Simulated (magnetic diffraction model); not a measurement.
# Solving a magnetic structure from powder neutron data: NaYbC2O6

Space group Pmc2_1 (no. 26), a = 5.1720 Å, b = 6.2940 Å, c = 7.2670 Å.

```csv
site,atom,x,y,z
2a,Yb,0,0.3675,0.0060
2b,Na,1/2,0.9734,0.2037
4c,O,0.7821,0.0072,0.9602
2a,O,0,0.2588,0.3393
4c,O,0.2926,0.6299,0.2100
2b,O,1/2,0.6411,0.5858
2a,C,0,0.0752,0.4236
2b,C,1/2,0.4618,0.6720
```

The compound is invented for this exercise: a known structure type with other elements, its cell scaled to their sizes and not relaxed.

Only Yb is taken to order (form factors of Yb3+); orders and moment sizes are assumed, and not adapted to the symmetry. Radiation: neutrons of λ = 4.2 Å, 3° to 100°; isotropic B of 0.33 Å² (Yb), 0.69 Å² (Na), 0.76 Å² (O) and 0.73 Å² (C). The intensities are simulated: I ∝ L Σ (|F_N|² + |F_M⊥|²) for unpolarised neutrons, with F_M = 2.695 fm/μB × Σ f(s) S exp(2πi Q·r) exp(−B s²) at Q = H ± k (one set where k and −k are equivalent), only the part normal to Q counting and L = 1/(sin²θ cos θ). For collinear order S is the moment m, which repeats by lattice and centring translations R with the sign exp(−2πi k·R). Form factors are spin-only for 3d ions and dipole or tabulated for f ions, scattering lengths are Sears's of 1992, and absorption is left out. A label names one of the reflections at its angle. The strongest nuclear line in the range is 100, and lines under 0.2 are left out.

Above the ordering temperature:

```tsv
2θ (°)	index	I
38.98	(0 1 0)	5.0
47.91	(1 0 0)	7.0
52.39	(0 1 1)	4.6
63.41	(1 1 0)	9.0
70.61	(0 0 2)	6.1
73.70	(1 1 1)	16.0
83.72	(0 2 0)	12.0
83.73	(0 1 2)	54.2
89.87	(1 0 2)	100.0
93.30	(0 2 1)	34.8
```

Below it (cell unchanged):

```tsv
2θ (°)	I
38.98	5.0
47.91	11.6
52.39	6.4
63.41	10.5
70.61	8.4
73.70	19.4
83.72	12.0
83.73	55.4
89.87	103.4
93.30	35.4
```

**Question.** Find the propagation vector, then choose among these models:
A. collinear moments along [100], 2.5 μB on Yb; signs + at (0, 0.3675, 0.0060), + at (0, 0.6325, 0.5060)
B. collinear moments along [010], 2.5 μB on Yb; signs + at (0, 0.3675, 0.0060), + at (0, 0.6325, 0.5060)
C. collinear moments along [100], 2.5 μB on Yb; signs + at (0, 0.3675, 0.0060), − at (0, 0.6325, 0.5060)
D. collinear moments along [010], 2.5 μB on Yb; signs + at (0, 0.3675, 0.0060), − at (0, 0.6325, 0.5060)

No line moves, and magnetic intensity falls on nuclear lines such as the one at 47.91°, so the magnetic cell equals the chemical primitive cell: k = 0.

Magnetic intensity, observed (below minus above) and for each model:

| 2θ (°) | index | observed | A | B | C | D |
| --- | --- | --- | --- | --- | --- | --- |
| 33.59 | (0 0 1) | <0.2 | <0.2 | <0.2 | 8.9 | 8.9 |
| 38.98 | (0 1 0) | <0.2 | 3.0 | <0.2 | 3.7 | <0.2 |
| 47.91 | (1 0 0) | 4.6 | <0.2 | 4.6 | <0.2 | <0.2 |
| 52.39 | (0 1 1) | 1.8 | 4.3 | 1.8 | 3.5 | 1.5 |
| 59.78 | (1 0 1) | <0.2 | <0.2 | <0.2 | 2.1 | 6.2 |
| 70.61 | (0 0 2) | 2.4 | 2.4 | 2.4 | <0.2 | <0.2 |
| 89.87 | (1 0 2) | 3.4 | 2.3 | 3.4 | <0.2 | <0.2 |
| 93.30 | (0 2 1) | 0.5 | 3.3 | 0.5 | <0.2 | <0.2 |

Model B matches.

The absence at (0 0 1) is telling: the sublattices cancel there.

The structure used: k = (0 0 0), collinear moments along [010], 2.5 μB on Yb; signs + at (0, 0.3675, 0.0060), + at (0, 0.6325, 0.5060).

[Logs are printed without paths, hosts, clocks, repeated set-up lines and the standing remarks that a program may print on its own settings, such as how far it seeks lower states.]
